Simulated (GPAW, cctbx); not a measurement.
## KFeCu2Cl6: deformation density and structure factors from DFT

Question: by how much does bonding change the X-ray structure factors of KFeCu2Cl6, how firmly does DFT give the change, and what does a routine refinement make of it?

The start was made by putting kin elements into a known structure type; the compound need not exist, or be stable, in this form. All numbers below are calculated.

### 1. Relax the structure

The density hangs on the geometry, so cell and atoms are relaxed first, with the symmetry held. The cutoff is set higher than for the density because stress converges slowly with plane waves.

Settings: GPAW 26.7.0, PBE, 570 eV, 3×3×3 k-points, Fermi–Dirac width 0.05 eV, spin-polarised, BFGS to 0.03 eV/Å.

```text
cell
1.0
     0.000000000    5.229500000    5.229500000
     5.229500000    0.000000000    5.229500000
     5.229500000    5.229500000    0.000000000
Cu Fe K Cl
2 1 1 6
Direct
0.250000000 0.250000000 0.250000000
0.750000000 0.750000000 0.750000000
0.000000000 0.000000000 0.000000000
0.500000000 0.500000000 0.500000000
0.772600000 0.772600000 0.227400000
0.772600000 0.227400000 0.772600000
0.227400000 0.772600000 0.227400000
0.227400000 0.772600000 0.772600000
0.227400000 0.227400000 0.772600000
0.772600000 0.227400000 0.227400000
```

```console
$ OMP_NUM_THREADS=1 mpirun -n 4 gpaw python run.py > gpaw.log
```

```text
BFGS:    0      -31.298644        0.081589
BFGS:    1      -31.299217        0.066822
BFGS:    2      -31.300385        0.012683
cell  7.3932 7.3932 7.3932  60.00 60.00 60.00
volume 285.751 A^3, largest force 0.005 eV/A, largest stress 0.07 GPa
```

After 2 steps the volume has changed by -0.1 % and the energy by -0.002 eV; the largest stress left is 0.07 GPa. It took 2.1 min on 4 cores of Arm Neoverse V1 (shared host), peak memory 1.9 GiB.

Relaxed structure: Fm-3m (no. 225), a = 10.4556 Å, b = 10.4556 Å, c = 10.4556 Å, α = 90.00°, β = 90.00°, γ = 90.00°.

| atom | mult. | x | y | z |
| --- | --- | --- | --- | --- |
| Cu1 | 8 | 1/4 | 3/4 | 3/4 |
| Fe1 | 4 | 0 | 0 | 0 |
| K1 | 4 | 1/2 | 0 | 0 |
| Cl1 | 24 | 0 | 0 | 0.7732 |

### 2. The all-electron density

X-rays see the whole electron density, so the PAW density is rebuilt with its core regions. Subtracting spherical free atoms from the same code cancels the cores and leaves the deformation density Δρ, the part due to bonding.

Settings: PBE, 450 eV, 3×3×3 k-points, Fermi–Dirac width 0.05 eV, spin-polarised; primitive cell of 10 atoms.

```console
$ OMP_NUM_THREADS=1 mpirun -n 4 gpaw python run.py > gpaw.log
```

```text
|iter:   1|       0s |  -36.199409 | -0.31 |       |  +3.0046|
|iter:   2|       2s |  -33.836835 | -0.84 | -0.81 |  +2.9356|
|iter:   3|       4s |  -32.829716 | -1.96 | -1.03 |  +2.9781|
...
|iter:  17|      36s |  -31.053786c| -6.31 | -4.03c|  +4.9956|
|iter:  18|      39s |  -31.053788c| -6.94 | -4.16c|  +4.9969|
|iter:  19|      41s |  -31.053788c| -7.49c| -4.71c|  +4.9973|
```

```text
grid (80, 80, 80)  electrons 205.000  moved by bonding 1.928 e
deformation density beyond 0.5 A of the nuclei: max 0.238, min -0.161 e/A^3
atom        x       y       z   Voronoi charge  moment
Cu1    0.2500  0.2500  0.2500      0.564       0.01
Cu2    0.7500  0.7500  0.7500      0.564       0.01
Fe3    0.0000  0.0000  0.0000      0.297       3.84
K 4    0.5000  0.5000  0.5000      0.062       0.01
Cl5    0.7732  0.7732  0.2268     -0.248       0.07
Cl6    0.7732  0.2268  0.7732     -0.248       0.07
Cl7    0.2268  0.7732  0.2268     -0.248       0.07
Cl8    0.2268  0.7732  0.7732     -0.248       0.07
Cl9    0.2268  0.2268  0.7732     -0.248       0.07
Cl10   0.7732  0.2268  0.2268     -0.248       0.07
mean inner potential of superposed free atoms 9.370 V
total magnetic moment 4.997 muB
```

Deformation density in a plane through the shortest contact of the Fe atom at the origin, in 0.01 e/Å³ (clipped at ±99); x from -1.6 to 4.0 Å, y from 2.4 down to -2.4 Å:

```text
  0   2   4   2   .   .   3   3   1   0   0   0   0   0   0   1
  0   1   2  -1   .  -2   1   1   1   0   0   0   0   0   0   1
  0   0   2   5   9   8   4   1   0   0   0   0   0   0   0   0
  0   0   0   3   7   6   1  -1   0   0   1   2   2   1   0  -1
  2   0  -3  -4   1  -1  -5  -2   1   2   2   4   4   2   0   0
  6   4  -2  -6   .  -1  -6   0   6   4  -2   .   2   2   1   0
  9   8   2  27   .   .  10   4  10   4   .   .  -3   2   1   0
  6   4  -2  -7   .  -1  -6   0   6   4  -2   .   2   2   1   0
  2   0  -3  -4   1  -1  -4  -2   1   2   2   4   4   2   0   0
  0   0   0   3   7   6   1   0   0   0   1   2   2   1   0  -1
  0   0   2   5   9   8   4   1   0   0   0   0   0   0   0   0
  0   1   2  -1   .  -2   1   1   1   0   0   0   0   0   0   1
  0   2   4   2   .   .   3   3   1   0   0   0   0   0   0   1
```

Atoms in or within 0.15 Å of the plane: Fe (0.0, 0.0), Cl (0.0, -2.4), Cl (2.4, 0.0), Cl (0.0, 2.4) Å. Dots mark points within about 0.45 Å of a nucleus; large values next to them are atomic features.

Cl gains most (-0.25 e) and Cu loses most (+0.56 e); Cl is the most electronegative element, but the order of the others doesn't follow electronegativity. Such charges fall far short of formal ones, since overlapping free atoms already put density on their neighbours. Along the shortest contact from the Fe atom at the map's origin, Fe–Cl at 2.37 Å, Δρ is +0.07 e/Å³ at the midpoint; the highest value on the line, +0.26, lies at the edge of the range, 0.5 Å from Fe, and is an atomic rather than a bond feature: a modest build-up. At the midpoints of other shortest contacts it is +0.01 (K–Cl, 2.86 Å) and -0.01 (Cl–Cl, 3.35 Å) e/Å³. Point values carry grid noise of about 0.01 e/Å³. The cell's moment is 5.00 μB; the largest inside an atomic sphere is 3.84 μB. The run needed 19 iterations, 53 s.

### 3. From the density to structure factors

The Fourier components of Δρ, added to those of the free atoms, give the static X-ray structure factors; the Mott–Bethe relation turns them into the Fourier components V of the potential that fast electrons feel.

```text
static structure factors of the conventional cell: F in electrons, V (Mott-Bethe) in volts
   h  k  l      d  |F| table  |F| free   |F| DFT   change   |V| free  |V| DFT  change %
   1  1  1  6.0365    83.153    83.134    82.942   -0.191     0.618    0.646      4.5
   0  2  0  5.2278    73.110    73.617    76.874    3.257     1.769    1.412    -20.2
   0  2  2  3.6966   256.135   255.568   252.506   -3.063     1.751    1.919      9.6
   1  3  1  3.1525    11.925    11.799    11.256   -0.542     0.076    0.055    -28.4
   2  2  2  3.0183   354.785   354.266   356.499    2.233     3.232    3.150     -2.5
   0  4  0  2.6139   606.148   605.097   606.743    1.646     5.270    5.225     -0.9
   1  3  3  2.3987    40.874    41.361    41.937    0.576     0.605    0.592     -2.2
   0  4  2  2.3379    28.552    29.587    29.634    0.047     0.825    0.824     -0.1
   2  4  2  2.1342   209.206   207.322   207.846    0.524     1.053    1.043     -0.9
   3  3  3  2.0122    84.241    84.922    85.534    0.613     0.977    0.967     -1.0
   1  5  1  2.0122   106.178   105.877   105.885    0.008     0.851    0.851     -0.0
   0  4  4  1.8483   502.147   500.983   500.978   -0.005     3.753    3.753      0.0
   1  5  3  1.7673    54.323    53.962    53.747   -0.215     0.336    0.339      0.8
   2  4  4  1.7426     6.909     7.892     6.724   -1.168     0.448    0.462      3.2
```

The largest X-ray change is +3.26 e on 020, 4.4 % of |F|. For electrons V goes as (Z − F)/g², so a change of F counts against Z − F, which is small at low angle and wherever the atoms' terms cancel: |V| of 020 moves by -20.2 % (1.77 to 1.41 V) against +4.4 % in |F|. The last three rows still change by up to 1.17 e; the table stops while the angles are still low. The tabulated Hartree–Fock atoms differ from the free DFT atoms by up to 1.88 e, so the choice of reference atom matters too.

### 4. Convergence

Cutoff and k-mesh: one is changed at a time, to find what the result needs.

```
         run  ΔF 020 (e)  ΔF 022 (e)  ΔF 222 (e)  q(Cl) (e)  moved (e)     time
450 eV 3×3×3      +3.257      -3.063      +2.233     -0.248      1.928     53 s
250 eV 3×3×3      +3.226      -3.108      +2.231     -0.247      1.920     24 s
350 eV 3×3×3      +3.244      -3.085      +2.212     -0.248      1.924     28 s
750 eV 3×3×3      +3.258      -3.058      +2.244     -0.249      1.934  1e+02 s
450 eV 1×1×1      +3.827      -3.706      +2.932     -0.292      2.306     23 s
450 eV 2×2×2      +3.285      -3.099      +2.270     -0.250      1.948     47 s
```

Within 0.07 e of the base on all three: 250 eV 3×3×3, 350 eV 3×3×3, 450 eV 2×2×2 and 750 eV 3×3×3; the cheapest takes 0.45 of the base's time. The largest error, 0.699 e, comes with 450 eV 1×1×1. The moved charge is off by up to 20 % among these runs. Times are from shared hosts.

### 5. What a spherical-atom refinement makes of it

Routine crystallography fits spherical atoms. To see the bias, intensities are simulated from tabulated atoms plus the DFT change ΔF, so that bonding alone can misfit (9576 reflections of the full sphere, merged to the counts below, to 0.5 Å, 1 % proportional noise plus counting noise, assumed isotropic U as listed, Δρ smeared by the mean U) and refined with cctbx over different ranges.

| range | data | R1 | GooF | U Cu1 (true 0.0093) | U Fe1 (true 0.0097) | U K1 (true 0.0107) | U Cl1 (true 0.0111) | largest shift (Å) | Δρ max, min (e/Å³) |
| --- | --- | --- | --- | --- | --- | --- | --- | --- | --- |
| all data | 291 | 0.0044 | 1.28 | 0.0093 | 0.0097 | 0.0107 | 0.0111 | 0.0002 | 0.12, -0.12 |
| low resolution, d > 0.84 | 76 | 0.0040 | 1.90 | 0.0093 | 0.0097 | 0.0109 | 0.0112 | 0.0002 | 0.10, -0.10 |
| high order, d < 0.75 | 192 | 0.0047 | 0.92 | 0.0093 | 0.0098 | 0.0107 | 0.0111 | 0.0002 | 0.12, -0.09 |
| occupancies free, d > 0.7 | 121 | 0.0040 | 1.68 | 0.0093 | 0.0096 | 0.0108 | 0.0111 | 0.0001 | 0.11, -0.14 |

With all data GooF is 1.28, diluted by the many high-angle data; the misfit shows at low resolution; the top residual peak, near noise level, lies 0.55 Å from Fe and 1.82 Å from Cl. No U is off by more than 3 s.u. at low resolution. With Cu1 held at 1 and the scale free, the other occupancies refine to Fe1 0.997(0.002), K1 0.999(0.003) and Cl1 0.999(0.002), within three s.u. of full.

### 6. Answer

Bonding moves 1.93 e in the primitive cell of KFeCu2Cl6 and changes the structure factors of the conventional cell in the table above by at most 3.26 e (020, 4.4 %). The shortest bond, Fe–Cl, has Δρ = +0.07 e/Å³ at its midpoint. Within 0.07 e of the base on all three: 250 eV 3×3×3, 350 eV 3×3×3, 450 eV 2×2×2 and 750 eV 3×3×3; the cheapest takes 0.45 of the base's time. The largest error, 0.699 e, comes with 450 eV 1×1×1. The moved charge is off by up to 20 % among these runs. With all data GooF is 1.28, diluted by the many high-angle data. Limits: static density, frozen cores, no spin–orbit coupling; a ferromagnetic start is the only order tried, and the real ground state may be antiferromagnetic or insulating; no Hubbard U on Cu and Fe.

[Outputs are excerpts: Python notices, other lines and further rows are left out; steps that failed or that the build refused (PBEsol, TPSS) are not shown.]

[Logs are printed without paths, hosts, clocks, repeated set-up lines and the standing remarks that a program may print on its own settings, such as how far it seeks lower states.]
